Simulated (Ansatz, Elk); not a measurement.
## How far do independent atoms describe CuGe?

Structure refinements treat a crystal as free atoms side by side. For a made-up structure of CuGe (cell and positions from a PBEsol relaxation) the runs below show what the calculated density changes in F(hkl).

Main program and level: Elk 11.2.3 (patched build); DFT, PBE, all-electron APW+lo, Dirac cores, scalar-relativistic bands, static density, no spin.

The structure was built from a prototype and need not be the compound's stable phase.

### 1. The starting structure

Symmetry: P4/mmm, No. 123, tetragonal system. Conventional cell: a = 2.742 Å, b = 2.742 Å, c = 3.784 Å, α = 90.00°, β = 90.00°, γ = 90.00°. Nearest to Ge lie 8 Cu at 2.71 Å and 4 Ge at 2.74 Å. Nearest to Cu lie 8 Ge at 2.71 Å and 4 Cu at 2.74 Å. Farther neighbours are not listed.

### 2. Ground state and structure factors

An all-electron density is needed, since X-rays see the cores too. Task 0 finds the density and task 195 Fourier-transforms it; tshift is off so that phases refer to the origin typed.

Input file elk.in:

```
tasks
  0
  195

xctype
  20

spinpol
  .false.

rgkmax
  7.0

gmaxvr
  14.0

lmaxo
  7

lmaxapw
  8

swidth
  0.002

tshift
  .false.

ramdisk
  .false.

hmaxvr
  5.5

maxscl
  120

epspot
  1e-06

sppath
  './'

avec
  5.18252670095 -0.00000000000 0.00000000000
  -0.00000000000 5.18252670095 0.00000000000
  0.00000000000 0.00000000000 7.15008483652

atoms
  2
  'Ge.in'
  1
  0.5000000000 0.5000000000 0.5000000000   0.000000 0.000000 0.000000
  'Cu.in'
  1
  0.0000000000 -0.0000000000 0.0000000000   0.000000 0.000000 0.000000

ngridk
  8 8 6
```

Launch:

```bash
OMP_NUM_THREADS=4 elk
```

Numbers of over 12 decimals in the logs are rounded to 6 here.

What it wrote:

```text
┌─────────────────────────┐
│ Elk code version 11.2.3 │
└─────────────────────────┘

All units are atomic (Hartree, Bohr, etc.)

┌─────────────────────────────────────────────────┐
│ Ground-state run starting from atomic densities │
└─────────────────────────────────────────────────┘

Lattice vectors :
   5.182526701      -0.000000000       0.000000000
  -0.000000000       5.182526701       0.000000000
   0.000000000       0.000000000       7.150084837

Reciprocal lattice vectors :
   1.212378762       0.000000000      -0.000000000
   0.000000000       1.212378762      -0.000000000
  -0.000000000      -0.000000000      0.8787567492

Unit cell volume      :    192.0411471
Brillouin zone volume :    1.291651384

Muffin-tin inner radius fraction :   0.1000000000E-01

Nuclei treated as point charges

Species : 1 (Ge)
 parameters loaded from : Ge.in
 name : germanium
 nuclear charge    :   -32.00000000
 electronic charge :    32.00000000
 atomic mass :    132414.6196
 muffin-tin radius :    2.400000000
 number of radial points in muffin-tin :    993
 inner part over the whole radius :   0.9906635991E-02
 number on inner part of muffin-tin    :    702
 approximate nuclear radius :   0.7637961215E-04
 number of mesh points to nuclear radius :    340
 atomic positions (lattice), magnetic fields (Cartesian) :
  1 :   0.50000000  0.50000000  0.50000000    0.00000000  0.00000000  0.00000000

Species : 2 (Cu)
 parameters loaded from : Cu.in
 name : copper
 nuclear charge    :   -29.00000000
 electronic charge :    29.00000000
 atomic mass :    115837.2717
 muffin-tin radius :    2.400000000
 number of radial points in muffin-tin :    993
 inner part over the whole radius :   0.9893084826E-02
 number on inner part of muffin-tin    :    701
 approximate nuclear radius :   0.7406004541E-04
 number of mesh points to nuclear radius :    336
 atomic positions (lattice), magnetic fields (Cartesian) :
  1 :   0.00000000  0.00000000  0.00000000    0.00000000  0.00000000  0.00000000

Total number of atoms per unit cell :    2
Total muffin-tin volume :    115.8116716
 ratio of muffin-tin to unit cell volume :   0.6030565498

Spin treatment :
 spin-unpolarised

Number of Bravais lattice symmetries :   16
Number of crystal symmetries         :   16
Crystal has inversion symmetry
Real symmetric eigensolver will be used

k-point grid :      8     8     6
k-point offset :    0.000000000       0.000000000       0.000000000
k-point set is reduced with full crystal symmetry group
Total number of k-points :       60

Muffin-tin radius times maximum |G+k| :    7.000000000
 using average radius
Maximum |G+k| for APW functions       :    2.916666667
Maximum (1/2)|G+k|²                   :    4.253472222
Maximum |G| for potential and density :    14.00000000
Constant for pseudocharge density :    8
 order of it for each species :   15  15
 order of it for pair densities of each species (exact exchange by exxq0 0: 16) :   10  10
Radial integration step length :    1

G-vector grid sizes :     24    24    32
Number of G-vectors :     8875

Maximum angular momentum used for
 APW functions            :    8
 outer part of muffin-tin :    7
 inner part of muffin-tin :    2

Total nuclear charge    :   -61.00000000
Total core charge       :    30.00000000
Total valence charge    :    31.00000000
Total excess charge     :    0.000000000
Total electronic charge :    61.00000000

Effective Wigner radius, rₛ :   0.9091983014

Number of empty states         :      8
Total number of valence states :     24
Total number of core states    :     30

Third-order local-orbitals added for an l without core states : T
Total number of local-orbitals :     42

Exchange-correlation functional :     20     0     0
 Perdew-Burke-Ernzerhof, Phys. Rev. Lett. 77, 3865 (1996)
 gradient requirement :    1
 generalised gradient approximation (GGA)

Smearing type :    3
 Fermi-Dirac
Smearing width :   0.2000000000E-02
Effective electronic temperature (K) :    631.5500496

Mixing type :    3
[...]
exchange                    :     -143.50642278740
 correlation                 :     -2.977640
 electron entropic           :    -0.25510122797351E-03
 total energy                :     -3754.2937231531

Density of states at Fermi energy :    17.05222703
 (states/Hartree/unit cell)

Estimated indirect band gap :   0.5078069136E-02
 from k-point 43 to k-point 7
Estimated direct band gap   :   0.1075935659E-01
 at k-point 43

Charges :
 core                        :    30.00000000
 valence                     :    31.00000000
 interstitial                :    2.569410807
 muffin-tins (core leakage)
  species : 1 (Ge)
   atom 1                    :    30.82603140     (  0.3456316185E-03)
  species : 2 (Cu)
   atom 1                    :    27.60455780     (  0.1759144587E-03)
 total in muffin-tins        :    58.43058919
 total calculated charge     :    60.99896041
 total charge                :    61.00000000
 error                       :   0.1039586579E-02

RMS change in Kohn-Sham potential (target) :   0.5118826997     (  0.1000000000E-05)
Absolute change in total energy (target)   :   0.2373462722     (  0.1000000000E-03)

[... loops 3 to 15 left out ...]

┌──────────────────┐
│ Loop number : 16 │
└──────────────────┘

Energies :
 Fermi                       :     0.295740
 sum of occupied eigenvalues :     -2152.4432073387
 electron kinetic            :      3826.9093215551
 core electron kinetic       :      3484.9214162753
 Coulomb                     :     -7433.5743389260
 Coulomb potential           :     -5787.6473884217
 nuclear-nuclear             :     -587.45443801779
 electron-nuclear            :     -7922.2730588523
 Hartree                     :      1076.1531579441
 Madelung                    :     -4539.7506447151
 xc potential                :     -191.70514047200
 exchange                    :     -144.45779388391
 correlation                 :     -2.980919
 electron entropic           :    -0.28453814995551E-03
 total energy                :     -3754.1040149031

Density of states at Fermi energy :    22.62912519
 (states/Hartree/unit cell)

Estimated indirect band gap :   0.6403085905E-03
 from k-point 7 to k-point 10
Estimated direct band gap   :   0.2415384778E-01
 at k-point 43

Charges :
 core                        :    30.00000000
 valence                     :    31.00000000
 interstitial                :    2.234989377
 muffin-tins (core leakage)
  species : 1 (Ge)
   atom 1                    :    30.56094383     (  0.3367787086E-03)
  species : 2 (Cu)
   atom 1                    :    28.20406679     (  0.1588511054E-03)
 total in muffin-tins        :    58.76501062
 total calculated charge     :    60.99900257
 total charge                :    61.00000000
 error                       :   0.9974346416E-03

RMS change in Kohn-Sham potential (target) :   0.3972877333E-06 (  0.1000000000E-05)
Absolute change in total energy (target)   :   0.3775947152E-04 (  0.1000000000E-03)

Convergence targets achieved

┌──────────────────┐
│ Loop number : 17 │
└──────────────────┘

Energies :
 Fermi                       :     0.295740
 sum of occupied eigenvalues :     -2152.4432025848
 electron kinetic            :      3826.9093243944
 core electron kinetic       :      3484.9214174164
 Coulomb                     :     -7433.5743369641
 Coulomb potential           :     -5787.6473886186
 nuclear-nuclear             :     -587.45443801779
 electron-nuclear            :     -7922.2730553182
 Hartree                     :      1076.1531563719
 Madelung                    :     -4539.7506426549
 xc potential                :     -191.70513836061
 exchange                    :     -144.45779374968
 correlation                 :     -2.980919
 electron entropic           :    -0.28453785405450E-03
 total energy                :     -3754.1040099541

Density of states at Fermi energy :    22.62909837
 (states/Hartree/unit cell)

Estimated indirect band gap :   0.6403086799E-03
 from k-point 7 to k-point 10
Estimated direct band gap   :   0.2415383527E-01
 at k-point 43

Charges :
 core                        :    30.00000000
 valence                     :    31.00000000
 interstitial                :    2.234989196
 muffin-tins (core leakage)
  species : 1 (Ge)
   atom 1                    :    30.56094397     (  0.3367787132E-03)
  species : 2 (Cu)
   atom 1                    :    28.20406683     (  0.1588511053E-03)
 total in muffin-tins        :    58.76501080
 total calculated charge     :    60.99900257
 total charge                :    61.00000000
 error                       :   0.9974347078E-03

┌──────────────────────────────┐
│ Self-consistent loop stopped │
└──────────────────────────────┘

Warning : core states of species 1 leak from the muffin-tin :   0.3367787132E-03

Warning : core states of species 2 leak from the muffin-tin :   0.1588511053E-03

Wrote STATE.OUT
```

Elapsed: 11 s, on 4 threads of Arm Neoverse V1, shared host; peak memory 0.17 GiB.

SFACRHO.OUT:

```text

h k l indices transformed by vhmat matrix:
   1.000000000       0.000000000       0.000000000    
   0.000000000       1.000000000       0.000000000    
   0.000000000       0.000000000       1.000000000    

      h      k      l  multipl.   |H|            Re(F)            Im(F)           |F|

      0      0      0      1   0.0000000       60.999999     -0.17545174E-17   60.999999    
      0      0     -1      2  0.87875675      -2.4367262     -0.15413630E-13   2.4367262    
      1      0      0      4   1.2123788      -2.3242654      0.31749857E-14   2.3242654    
      0     -1      1      8   1.4973562       46.866423     -0.14697019E-13   46.866423    
      1     -1      0      4   1.7145625       44.488894      0.25240540E-14   44.488894    
      0      0      2      2   1.7575135       44.022115     -0.26458037E-13   44.022115    
     -1     -1      1      8   1.9266390      -2.3798708      0.72565353E-14   2.3798708    
     -1      0      2      8   2.1351150      -2.4406258      0.31194380E-13   2.4406258    
     -2      0      0      4   2.4247575       37.575973      0.49161168E-14   37.575973    
      1     -1      2      8   2.4553163       37.294841     -0.22629263E-13   37.294841    
     -2      0     -1      8   2.5790817      -2.5303459     -0.71662926E-14   2.5303459    
      0      0     -3      2   2.6362702      -2.5161827     -0.40933100E-13   2.5161827    
     -2      1      0      8   2.7109613      -2.5296993     -0.22887831E-14   2.5296993    
     -1     -2     -1     16   2.8498289       33.783791      0.88691205E-14   33.783791    
      0     -1     -3      8   2.9016862       33.340474      0.40635457E-13   33.340474    
      0     -2      2      8   2.9947125       32.568337     -0.21093697E-13   32.568337    
     -1      1      3      8   3.1447807      -2.5009215      0.36227930E-13   2.5009215    
      1      2     -2     16   3.2308149      -2.4858844     -0.20032121E-13   2.4858844
```

Elk indexes on the primitive cell of elk.in and gives |H| = 4π sin θ/λ in inverse bohr. Below, one row stands for each form hkl of the conventional cell (m members, Friedel mates merged), F is for one primitive cell and the density is static (no thermal factor). Free-atom factors are Waasmaier and Kirfel's, and R is Σm||F|−|F'||/Σm|F|.

| hkl | m | sin θ/λ (Å⁻¹) | abs F, DFT | neutral atoms | diff. |
| --- | --- | --- | --- | --- | --- |
| 001 | 2 | 0.132 | 2.437 | 2.227 | +0.210 |
| 100 | 4 | 0.182 | 2.324 | 2.031 | +0.293 |
| 101 | 8 | 0.225 | 46.866 | 47.269 | -0.403 |
| 110 | 4 | 0.258 | 44.489 | 44.948 | -0.459 |
| 002 | 2 | 0.264 | 44.022 | 44.495 | -0.473 |
| 111 | 8 | 0.290 | 2.380 | 2.240 | +0.139 |
| 102 | 8 | 0.321 | 2.441 | 2.347 | +0.093 |
| 200 | 4 | 0.365 | 37.576 | 37.746 | -0.170 |
| 112 | 8 | 0.369 | 37.295 | 37.453 | -0.158 |
| 201 | 8 | 0.388 | 2.530 | 2.511 | +0.019 |
| 003 | 2 | 0.396 | 2.516 | 2.524 | -0.008 |
| 210 | 8 | 0.408 | 2.530 | 2.537 | -0.008 |
| 211 | 16 | 0.429 | 33.784 | 33.841 | -0.057 |
| 103 | 8 | 0.436 | 33.340 | 33.391 | -0.050 |
| 202 | 8 | 0.450 | 32.568 | 32.598 | -0.030 |
| 113 | 8 | 0.473 | 2.501 | 2.545 | -0.044 |
| 212 | 16 | 0.486 | 2.486 | 2.532 | -0.046 |
| 220 | 4 | 0.516 | 29.145 | 29.149 | -0.004 |
| 004 | 2 | 0.529 | 28.520 | 28.516 | +0.004 |
| 221 | 8 | 0.532 | 2.392 | 2.457 | -0.065 |
| 203 | 8 | 0.539 | 2.383 | 2.443 | -0.060 |
| 300 | 4 | 0.547 | 2.360 | 2.424 | -0.064 |

### 3. The highest occupied states alone

An energy window below the Fermi level keeps the highest occupied states, to see at which angles they scatter; shallow core shells can lie inside it and anion s states outside. No new self-consistency is needed.

Edit elk.in of step 2 so:

```diff
@@ -1,3 +1,2 @@
 tasks
-  0
   195
@@ -40,2 +39,5 @@
 
+wsfac
+  -0.145250 0.595740
+
 sppath
```

Launch:

```bash
OMP_NUM_THREADS=4 elk
```

What it wrote:

```text
┌─────────────────────────────────┐
│ Elk code version 11.2.3 started │
└─────────────────────────────────┘

Info(readinput): the functional depends on the density's gradient
 muffin-tin radial points multiplied by    2.00000
 (not where nrmtscf is given)

┌────────────────────┐
│ Current task : 195 │
└────────────────────┘

Info(sfacrho): density structure factors written to SFACRHO.OUT

 Energy window :  -0.1452500000      0.5957400000

┌──────────────────┐
│ Elk code stopped │
└──────────────────┘
```

The job ended after 2.5 s (4 threads; peak memory 0.17 GiB; 4.2 s of CPU time).

States within 12 eV below the Fermi level hold 14.81 electrons; any levels below the window count with the cores, and a count that is not whole means the window cuts a band. Their amplitudes can exceed the total, where window and core parts have opposite phase:

| hkl | sin θ/λ (Å⁻¹) | abs F, window | abs F, all |
| --- | --- | --- | --- |
| 001 | 0.132 | 6.944 | 2.437 |
| 100 | 0.182 | 6.456 | 2.324 |
| 101 | 0.225 | 6.371 | 46.866 |
| 110 | 0.258 | 5.449 | 44.489 |
| 002 | 0.264 | 5.271 | 44.022 |
| 111 | 0.290 | 4.942 | 2.380 |
| 102 | 0.321 | 4.441 | 2.441 |
| 200 | 0.365 | 3.591 | 37.576 |
| 112 | 0.369 | 3.530 | 37.295 |
| 201 | 0.388 | 3.415 | 2.530 |

[end of part 1 of 2]

[Logs are printed without paths, hosts, clocks, repeated set-up lines and the standing remarks that a program may print on its own settings, such as how far it seeks lower states.]

[Hosts, paths, dates, database ids (printed as entryN), source tags and the programs' standing remarks are cut or masked in the printed files.]
